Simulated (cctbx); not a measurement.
# BaSmMn2S6 with cctbx, script by script

Library: cctbx 2025.11. The data are simulated by the first script.

## 1. Simulate the data

run.py:

```python
from cctbx import adptbx, crystal, miller, sgtbx, xray
from cctbx.array_family import flex
from iotbx.shelx import hklf
from scitbx import matrix
import scitbx.random

cs = crystal.symmetry(unit_cell=(11.584, 6.771, 11.504, 90, 108.84, 90), space_group_symbol='Hall: C -2yc')  # Cc
atoms = [  # label, site, U (iso, or U11 U22 U33 U12 U13 U23 in A^2), occupancy
    ("Sm1", (0.6282, 0.2231, 0.6286), (0.0068, 0.0054, 0.0073, -0.0009, 0.0034, 0.0003), 1),
    ("Ba1", (0.378, 0.2377, 0.8787), (0.0061, 0.0085, 0.0087, -0.0029, 0.0032, -0.0019), 1),
    ("Mn1", (0.4993, 0.7439, 0.7461), (0.0090, 0.0097, 0.0080, -0.0010, 0.0013, -0.0013), 1),
    ("Mn2", (0.7564, 0.764, 0.4975), (0.0054, 0.0059, 0.0050, -0.0010, 0.0008, 0.0003), 1),
    ("S1", (0.6159, 0.2336, 0.1111), (0.0095, 0.0088, 0.0092, 0.0001, 0.0038, 0.0000), 1),
    ("S2", (0.4124, 0.2766, 0.4035), (0.0092, 0.0116, 0.0105, 0.0012, 0.0046, 0.0009), 1),
    ("S3", (0.6217, 0.0191, 0.3646), (0.0064, 0.0076, 0.0102, -0.0005, 0.0023, -0.0025), 1),
    ("S4", (0.1369, 0.9442, 0.8506), (0.0128, 0.0127, 0.0124, 0.0008, 0.0063, 0.0027), 1),
    ("S5", (0.8542, 0.968, 0.1293), (0.0182, 0.0180, 0.0153, -0.0002, 0.0108, -0.0009), 1),
    ("S6", (0.3548, 0.0154, 0.6182), (0.0141, 0.0151, 0.0165, 0.0009, 0.0029, -0.0022), 1),
]
xs = xray.structure(crystal_symmetry=cs)
for label, site, u, occ in atoms:
    u = adptbx.u_cif_as_u_star(cs.unit_cell(), u) if isinstance(u, tuple) else u
    xs.add_scatterer(xray.scatterer(label, site=site, u=u, occupancy=occ))
xs.set_inelastic_form_factors(0.71073, "sasaki")
xs.show_summary()
p1 = xs.expand_to_p1()
ms = miller.build_set(p1, anomalous_flag=True, d_min=0.6)
flex.set_random_seed(800440)
scitbx.random.set_random_seed(800440)
ms = ms.select(flex.random_double(ms.size()) < 0.8)
i = ms.structure_factors_from_scatterers(p1, algorithm="direct").f_calc().as_intensity_array().data()
i = i / flex.sqrt(1 + 0.3 * i / flex.max(i))  # extinction
i = i * 20000 / flex.max(i)
sig = flex.sqrt(i + flex.pow2(0.03 * i) + 15 ** 2)
noise = scitbx.random.variate(scitbx.random.normal_distribution())(i.size())
data = ms.array(data=i + sig * noise, sigmas=sig).set_observation_type_xray_intensity()
with open("data.hkl", "w") as f:
    data.export_as_shelx_hklf(f)
print("reflections written:", data.size(), " <I/sigma> = %.1f" % flex.mean(data.data() / data.sigmas()))
for h, a, b in list(data.sort("data"))[:12]:
    print("%4d%4d%4d %9.1f %7.1f" % (h + (a, b)))
```

```console
$ python run.py
```

```text
Number of scatterers: 10
At special positions: 0
Unit cell: (11.584, 6.771, 11.504, 90, 108.84, 90)
Space group: C 1 c 1 (No. 9)
reflections written: 13230  <I/sigma> = 5.0
   4   0  -4   21353.5   616.6
   2   2   2   19836.0   584.2
  -4   0   4   19437.2   614.7
  -2   2  -2   19116.5   587.2
  -2  -2  -2   18275.1   587.2
   2  -2   2   18028.8   584.2
   2   2  -6   13179.9   411.5
   2  -2  -6   13127.1   411.5
  -4   0  -4   13094.6   407.1
  -2  -2   6   12910.5   408.4
  -6   2   2   12910.3   399.1
   6   2  -2   12863.2   398.1
```

It took 0.34 s on 1 thread of Arm Neoverse V2 (shared host), peak memory 0.07 GiB.

## 2. Symmetry

run.py:

```python
from cctbx import crystal, sgtbx, statistics
from cctbx.array_family import flex
from iotbx.shelx import hklf

p1 = crystal.symmetry(unit_cell=(11.584, 6.771, 11.504, 90, 108.84, 90), space_group_symbol="P 1")
raw = hklf.reader(file_name="data.hkl").as_miller_arrays(crystal_symmetry=p1, anomalous=True)[0]
print(raw.size(), "reflections to d = %.3f A" % raw.d_min())
isig = raw.data() / raw.sigmas()
print("centring   violations  <I/sigma> of those")
best = "P"
for c in "ABCIRF":
    a = raw.customized_copy(space_group_info=sgtbx.space_group_info("Hall: %s 1" % c)).sys_absent_flags().data()
    m = flex.mean(isig.select(a))
    print("%5s %10d of %5d %8.1f" % (c, (isig.select(a) > 4).count(True), a.count(True), m))
    if (isig.select(a) > 4).count(True) < 0.01 * a.count(True):
        best = c
raw = raw.select(~raw.customized_copy(space_group_info=sgtbx.space_group_info("Hall: %s 1" % best)).sys_absent_flags().data())
isig = raw.data() / raw.sigmas()
rows = []
for s in sgtbx.space_group_symbol_iterator():
    g = sgtbx.space_group(s)
    if g.conventional_centring_type_symbol() != best or not g.is_compatible_unit_cell(p1.unit_cell(), 1e-3, 0.02):
        continue
    rows.append((s, g))
print("Laue class    unique    Rint  (classes that these axes allow; Friedel mates merged)")
rint = {}
for s, g in rows:
    laue = g.build_derived_patterson_group()
    key = laue.type().hall_symbol()
    if key not in rint:
        m = raw.customized_copy(space_group_info=laue.info(), anomalous_flag=False).merge_equivalents()
        rint[key] = m.r_int()
        print("%-14s %6d %7.3f" % (laue.type().lookup_symbol(), m.array().size(), m.r_int()))
floor = min(rint.values())
good = [(s, g) for s, g in rows if rint[g.build_derived_patterson_group().type().hall_symbol()] < 2 * floor + 0.03]
top = max(g.build_derived_patterson_group().order_z() for s, g in good)
print("space group    extra absences  I>4sigma  <I/sigma>")
for s, g in good:
    laue = g.build_derived_patterson_group()
    if laue.order_z() != top:
        continue
    a = raw.customized_copy(space_group_info=g.info()).sys_absent_flags().data()
    a &= ~raw.customized_copy(space_group_info=laue.info()).sys_absent_flags().data()
    bad = (isig.select(a) > 4).count(True)
    if bad <= 0.03 * a.count(True):
        print("%-16s %8d %10d %9s  %s" % (s.universal_hermann_mauguin(), a.count(True), bad, "%.1f" % flex.mean(isig.select(a)) if a.count(True) else "-", "centric" if g.is_centric() else "acentric"))
laue = max(good, key=lambda t: t[1].build_derived_patterson_group().order_z())[1].build_derived_patterson_group()
f = raw.customized_copy(space_group_info=laue.info(), anomalous_flag=False).merge_equivalents().array().eliminate_sys_absent().f_sq_as_f()
f.set_observation_type_xray_amplitude()
bins = max(3, min(8, f.size() // 12))
f.setup_binner(n_bins=bins)
w = statistics.wilson_plot(f, {e: n / laue.order_z() for e, n in {'Sm': 4.0, 'Ba': 4.0, 'Mn': 8.0, 'S': 24.0}.items()}, e_statistics=True)
print("Wilson B = %.2f A^2   <|E^2-1|> = %.3f (0.968 centric, 0.736 acentric)   E^2>4: %.1f %%" % (w.wilson_b, w.mean_e_sq_minus_1, w.percent_e_sq_gt_2))
print("shell (A)         n   <I/sigma>")
m = raw.customized_copy(space_group_info=laue.info(), anomalous_flag=False).merge_equivalents().array().eliminate_sys_absent()
for b in m.setup_binner(n_bins=bins).range_used():
    sel = m.binner().selection(b)
    print("%5.2f - %4.2f %6d %8.1f" % (min(m.binner().bin_d_range(b)[0] if m.binner().bin_d_range(b)[0] > 0 else 99, 99), m.binner().bin_d_range(b)[1], sel.count(True), flex.mean((m.data() / m.sigmas()).select(sel))))
```

```console
$ python run.py
```

```text
13230 reflections to d = 0.600 A
centring   violations  <I/sigma> of those
    A       2382 of  6638      4.4
    B       2382 of  6610      4.4
    C          0 of  6590      0.0
    I       2212 of  6616      4.7
    R       3060 of  8841      5.0
    F       2382 of  9919      2.9
Laue class    unique    Rint  (classes that these axes allow; Friedel mates merged)
C 1 2/m 1        2191   0.046
space group    extra absences  I>4sigma  <I/sigma>
C 1 2 1                 0          0         -  acentric
C 1 m 1                 0          0         -  acentric
C 1 c 1               212          0      -0.1  acentric
C 1 n 1               212          0      -0.1  acentric
C 1 2/m 1               0          0         -  centric
C 1 2/c 1             212          0      -0.1  centric
C 1 2/n 1             212          0      -0.1  centric
Wilson B = 0.54 A^2   <|E^2-1|> = 0.929 (0.968 centric, 0.736 acentric)   E^2>4: 5.2 %
shell (A)         n   <I/sigma>
10.89 - 1.20    291     17.6
 1.20 - 0.95    270     16.9
 0.95 - 0.83    259     16.9
 0.83 - 0.76    289     15.7
 0.76 - 0.70    280     12.9
 0.70 - 0.66    265     12.9
 0.66 - 0.63    274     12.6
 0.63 - 0.60    263     11.1
```

Time: 0.31 s.

## 3. Patterson map

run.py:

```python
from cctbx import crystal, maptbx
from iotbx.shelx import hklf

cs = crystal.symmetry(unit_cell=(11.584, 6.771, 11.504, 90, 108.84, 90), space_group_symbol='Hall: C -2yc')  # Cc
raw = hklf.reader(file_name="data.hkl").as_miller_arrays(crystal_symmetry=cs, anomalous=True)[0]
merged = raw.eliminate_sys_absent().merge_equivalents()
fo2 = merged.array().set_observation_type_xray_intensity()
f = fo2.average_bijvoet_mates().f_sq_as_f()
pm = f.patterson_map(symmetry_flags=maptbx.use_space_group_symmetry, sharpening=False, resolution_factor=0.25)
peaks = pm.peak_search(parameters=maptbx.peak_search_parameters(min_distance_sym_equiv=0.4, max_clusters=14)).all()
top = peaks.heights()[0]
print("Patterson group", f.patterson_symmetry().space_group_info())
print("      u       v       w   height  length (A)")
for x, h in zip(peaks.sites(), peaks.heights()):
    y = [t - round(t) for t in x]
    print("%7.3f %7.3f %7.3f %8.1f %8.2f" % (x + (1000 * h / top, cs.unit_cell().length(y))))
```

```console
$ python run.py
```

```text
Patterson group C 1 2/m 1
      u       v       w   height  length (A)
  0.000   0.000   0.000   1000.0     0.00
  0.250   0.000   0.750    681.0     4.70
  0.000   0.500   0.500    511.7     6.67
  0.125   0.500   0.876    421.6     4.11
  0.125   0.000   0.374    415.0     4.08
  0.000   0.000   0.500    156.6     5.75
 -0.002   0.231   0.246    151.8     3.24
  0.233   0.500   0.735    140.7     5.77
  0.250   0.250   0.500    140.2     5.79
  0.250   0.250   0.000    121.6     3.35
  0.000   0.500   0.000    117.6     3.39
  0.008   0.332   0.722     47.8     3.93
  0.146   0.000   0.892     46.4     2.40
  0.125   0.248   0.126     40.5     2.38
```

Time: 0.32 s.

## 4. Charge flipping

run.py:

```python
import itertools
from cctbx import crystal, maptbx
from cctbx.array_family import flex
from iotbx.shelx import hklf
from smtbx.ab_initio import charge_flipping as cf

cs = crystal.symmetry(unit_cell=(11.584, 6.771, 11.504, 90, 108.84, 90), space_group_symbol='Hall: C -2yc')  # Cc
raw = hklf.reader(file_name="data.hkl").as_miller_arrays(crystal_symmetry=cs, anomalous=True)[0]
merged = raw.eliminate_sys_absent().merge_equivalents()
fo2 = merged.array().set_observation_type_xray_intensity()
f = fo2.average_bijvoet_mates().f_sq_as_f().resolution_filter(d_min=0.9)
p1 = f.expand_to_p1()
p1.setup_binner_counting_sorted(reflections_per_bin=max(40, p1.size() // 12))
work = p1.array(data=p1.data() / p1.amplitude_quasi_normalisations().data())
flex.set_random_seed(71416)
it = cf.weak_reflection_improved_iterator(delta=None, weak_reflection_fraction=0.2)
it.start(work, phases=flex.random_double(p1.size()) * 6.2832, f_000=0)
it.delta = 1.2 * it.rho_map.sigma()
print("cycle      R  skewness")
for n, st in enumerate(itertools.islice(it, 100)):
    if n % 8 == 0:
        print("%5d %6.3f %8.2f" % (n, st.r1_factor(), st.rho_map.skewness()))
rho = p1.phase_transfer(it.f_calc).fft_map().apply_volume_scaling()
polish = cf.low_density_elimination_iterator(constant_rho_c=rho.sigma())
polish.start(f_obs=p1, phases=it.f_calc, f_000=0)
for _ in range(8):
    next(polish)
print("origin shift          correlation  skewness")
maps = []
for fc, shift, cc in itertools.islice(cf.f_calc_symmetrisations(f, polish.f_calc, 0), 4):
    m = f.phase_transfer(fc).fft_map(symmetry_flags=maptbx.use_space_group_symmetry, resolution_factor=0.25).apply_sigma_scaling()
    maps.append((m.skewness(), cc, m))
    print("%6.3f %6.3f %6.3f %10.3f %9.2f" % (tuple(shift) + (cc, m.skewness())))
skew, cc, m = max((t for t in maps if t[1] > maps[0][1] - 0.04), key=lambda t: t[0])
print("taken: symmetry correlation %.3f, skewness %.2f" % (cc, skew))
peaks = m.peak_search(parameters=maptbx.peak_search_parameters(min_distance_sym_equiv=0.9, max_clusters=15)).all()
sps = cs.special_position_settings(min_distance_sym_equiv=0.5)
print("peak      x       y       z  mult  height/sigma")
for k, (x, h) in enumerate(zip(peaks.sites(), peaks.heights())):
    ss = sps.site_symmetry(x)
    print("Q%-3d %7.4f %7.4f %7.4f %4d %8.1f" % ((k + 1,) + tuple(t % 1 for t in ss.exact_site()) + (ss.multiplicity(), h)))
```

```console
$ python run.py
```

```text
cycle      R  skewness
    0  0.532     0.36
    8  0.470     3.28
   16  0.447     3.53
   24  0.453     3.42
   32  0.447     3.36
   40  0.449     3.50
   48  0.464     3.57
   56  0.450     3.50
   64  0.454     3.29
   72  0.434     3.42
   80  0.438     3.49
   88  0.451     3.40
   96  0.460     3.51
origin shift          correlation  skewness
 0.000  0.417 -0.000      0.982      4.20
 0.000 -0.083 -0.000      0.982      4.20
taken: symmetry correlation 0.982, skewness 4.20
peak      x       y       z  mult  height/sigma
Q1    0.2202  0.2426  0.6052    4     14.8
Q2    0.4725  0.2430  0.3540    4     14.1
Q3    0.3397  0.2197  0.9794    4      7.8
Q4    0.0888  0.2554  0.2279    4      7.1
Q5    0.0410  0.2412  0.7027    4      6.0
Q6    0.4036  0.5054  0.0423    4      5.4
Q7    0.1691  0.2399  0.0682    4      5.4
Q8    0.4064  0.0390  0.0483    4      5.0
Q9    0.1581  0.4948  0.2962    4      4.6
Q10   0.1529  0.0404  0.3019    4      4.6
Q11   0.4236  0.2638  0.8228    4      4.6
Q12   0.4354  0.0869  0.4050    4      4.5
Q13   0.4457  0.3978  0.1413    4      4.5
Q14   0.4485  0.0549  0.6588    4      4.2
Q15   0.3717  0.2125  0.3810    4      4.1
```

Time: 0.35 s.

## 5. Refinement (model from the peaks)

run.py:

```python
import math
from cctbx import adptbx, crystal, maptbx, sgtbx, xray
from cctbx.array_family import flex
from cctbx.xray import observations
from iotbx.shelx import hklf
from scitbx.lstbx import normal_eqns_solving
from smtbx import absolute_structure, utils
from smtbx.refinement import constraints, least_squares

cs = crystal.symmetry(unit_cell=(11.584, 6.771, 11.504, 90, 108.84, 90), space_group_symbol='Hall: C -2yc')  # Cc
atoms = [  # label, site, U (iso, or U11 U22 U33 U12 U13 U23 in A^2), occupancy
    ("Sm1", (0.2202, 0.2426, 0.6052), 0.0200, 1),
    ("Ba1", (0.4725, 0.243, 0.354), 0.0200, 1),
    ("S1", (0.3397, 0.2197, 0.9794), 0.0200, 1),
    ("Mn1", (0.0888, 0.2554, 0.2279), 0.0200, 1),
    ("Mn2", (0.041, 0.2412, 0.7027), 0.0200, 1),
    ("S2", (0.4036, 0.5054, 0.0423), 0.0200, 1),
    ("S3", (0.1691, 0.2399, 0.0682), 0.0200, 1),
    ("S4", (0.4064, 0.039, 0.0483), 0.0200, 1),
    ("S5", (0.1581, 0.4948, 0.2962), 0.0200, 1),
    ("S6", (0.1529, 0.0404, 0.3019), 0.0200, 1),
]
xs = xray.structure(crystal_symmetry=cs)
for label, site, u, occ in atoms:
    u = adptbx.u_cif_as_u_star(cs.unit_cell(), u) if isinstance(u, tuple) else u
    xs.add_scatterer(xray.scatterer(label, site=site, u=u, occupancy=occ))
xs.set_inelastic_form_factors(0.71073, "sasaki")
raw = hklf.reader(file_name="data.hkl").as_miller_arrays(crystal_symmetry=cs, anomalous=True)[0]
merged = raw.eliminate_sys_absent().merge_equivalents()
fo2 = merged.array().set_observation_type_xray_intensity()
print("Rint %.3f, %d unique reflections to %.2f A" % (merged.r_int(), fo2.size(), fo2.d_min()))
for sc in xs.scatterers():
    sc.flags.set_grad_site(True)
    sc.flags.set_grad_u_aniso(sc.flags.use_u_aniso())
    sc.flags.set_grad_u_iso(sc.flags.use_u_iso())
obs = fo2.as_xray_observations()
extra = {}
rep = constraints.reparametrisation(xs, [], utils.connectivity_table(xs), **extra)
ls = least_squares.crystallographic_ls(obs, rep, weighting_scheme=least_squares.mainstream_shelx_weighting(a=0, b=0))
print("cycle     R1     wR2    GooF  max shift (A)")
for cycle in range(6):
    ls.build_up()
    r1, wr2, goof = ls.r1_factor(cutoff_factor=2)[0], ls.wR2(), ls.goof()
    old = xs.sites_cart()
    normal_eqns_solving.levenberg_marquardt_iterations(ls, n_max_iterations=3, tau=0.0001, step_threshold=1e-7)
    big = flex.max((xs.sites_cart() - old).norms())
    print("%4d %7.4f %7.4f %7.3f %9.5f" % (cycle + 1, r1, wr2, goof, big))
    ls.build_up(objective_only=True)
    if abs(ls.wR2() - wr2) < 5e-5 and big < 5e-4:
        break
ls.build_up()
print("final R1 %.4f wR2 %.4f GooF %.3f  parameters %d  data/parameter %.1f" % (ls.r1_factor(cutoff_factor=2)[0], ls.wR2(), ls.goof(), ls.n_parameters, fo2.size() / ls.n_parameters))
cov = ls.covariance_matrix_and_annotations()
su = dict(zip(cov.annotations, (math.sqrt(max(v, 0)) for v in cov.matrix.matrix_packed_u_diagonal())))
a2 = cs.unit_cell().reciprocal_parameters()[0] ** -2
print("atom        x        y        z      Ueq    occ   su(xyz)  su(Uiso or U11)")
for sc in xs.scatterers():
    s = max(su.get(sc.label + k, 0) for k in (".x", ".y", ".z"))
    npd = "" if sc.is_positive_definite_u(cs.unit_cell()) else "  NPD"
    print("%-5s %8.5f %8.5f %8.5f %8.4f %6.3f %8.5f %7.4f%s" % ((sc.label,) + sc.site + (sc.u_iso_or_equiv(cs.unit_cell()), sc.occupancy, s, su.get(sc.label + ".uiso", su.get(sc.label + ".u11", 0) * a2), npd)))
fo = fo2.f_sq_as_f()
fc = fo.structure_factors_from_scatterers(xs, algorithm="direct").f_calc()
diff = fo.f_obs_minus_f_calc(1 / math.sqrt(ls.scale_factor()), fc).average_bijvoet_mates()
m = diff.fft_map(symmetry_flags=maptbx.use_space_group_symmetry, resolution_factor=0.25).apply_volume_scaling()
print("difference map: max %.2f min %.2f rms %.2f" % (m.statistics().max(), m.statistics().min(), m.statistics().sigma()))
peaks = m.peak_search(parameters=maptbx.peak_search_parameters(min_distance_sym_equiv=0.6, max_clusters=5)).all()
near = xs.closest_distances(peaks.sites(), distance_cutoff=4)
sps = cs.special_position_settings(min_distance_sym_equiv=0.5)
for k, (x, h) in enumerate(zip(peaks.sites(), peaks.heights())):
    ss = sps.site_symmetry(x)
    print("Q%-3d %7.4f %7.4f %7.4f %4d %7.2f  %.2f A from %s" % ((k + 1,) + tuple(t % 1 for t in ss.exact_site()) + (ss.multiplicity(), h, near.smallest_distances[k], xs.scatterers()[near.i_seqs[k]].label)))
```

```console
$ python run.py
```

```text
Rint 0.034, 3920 unique reflections to 0.60 A
cycle     R1     wR2    GooF  max shift (A)
   1  0.5233  0.7791  12.322   0.09261
   2  0.3167  0.5977   9.452   0.03320
   3  0.2570  0.5045   7.979   0.02165
   4  0.2435  0.4835   7.647   0.00594
   5  0.2423  0.4811   7.609   0.00580
   6  0.2413  0.4789   7.575   0.00566
final R1 0.2403 wR2 0.4770 GooF 7.543  parameters 40  data/parameter 98.0
atom        x        y        z      Ueq    occ   su(xyz)  su(Uiso or U11)
Sm1    0.22077  0.22304  0.60515   0.0001  1.000  0.00032  0.0006
Ba1    0.46977  0.23577  0.35341   0.0011  1.000  0.00083  0.0008
S1     0.34332  0.23350  0.97892   0.0130  1.000  0.00330  0.0030
Mn1    0.09503  0.25600  0.22948   0.0001  1.000  0.00286  0.0013
Mn2    0.04233  0.23787  0.70401   0.0273  1.000  0.00219  0.0029
S2     0.40277  0.50851  0.04085   0.0240  1.000  0.00322  0.0040
S3     0.17064  0.24397  0.06878   0.0176  1.000  0.00251  0.0032
S4     0.40671  0.03922  0.04771   0.0261  1.000  0.00346  0.0042
S5     0.15952  0.49826  0.29536   0.0244  1.000  0.00332  0.0040
S6     0.15328  0.04039  0.30557   0.0261  1.000  0.00349  0.0041
difference map: max 68.51 min -35.47 rms 4.27
Q1    0.2180  0.0065  0.3503    4   71.53  0.79 A from S6
Q2    0.2158  0.2278  0.6025    4   69.13  0.06 A from Sm1
Q3    0.4679  0.9951  0.1054    4   51.36  0.85 A from S4
Q4    0.4736  0.2393  0.3543    4   51.32  0.05 A from Ba1
Q5    0.2265  0.2394  0.1097    4   47.19  0.67 A from S3
```

Time: 0.95 s.

Figures of merit this high mean that the model is still wrong or incomplete.

[Logs are printed without paths, hosts, clocks, repeated set-up lines and the standing remarks that a program may print on its own settings, such as how far it seeks lower states.]
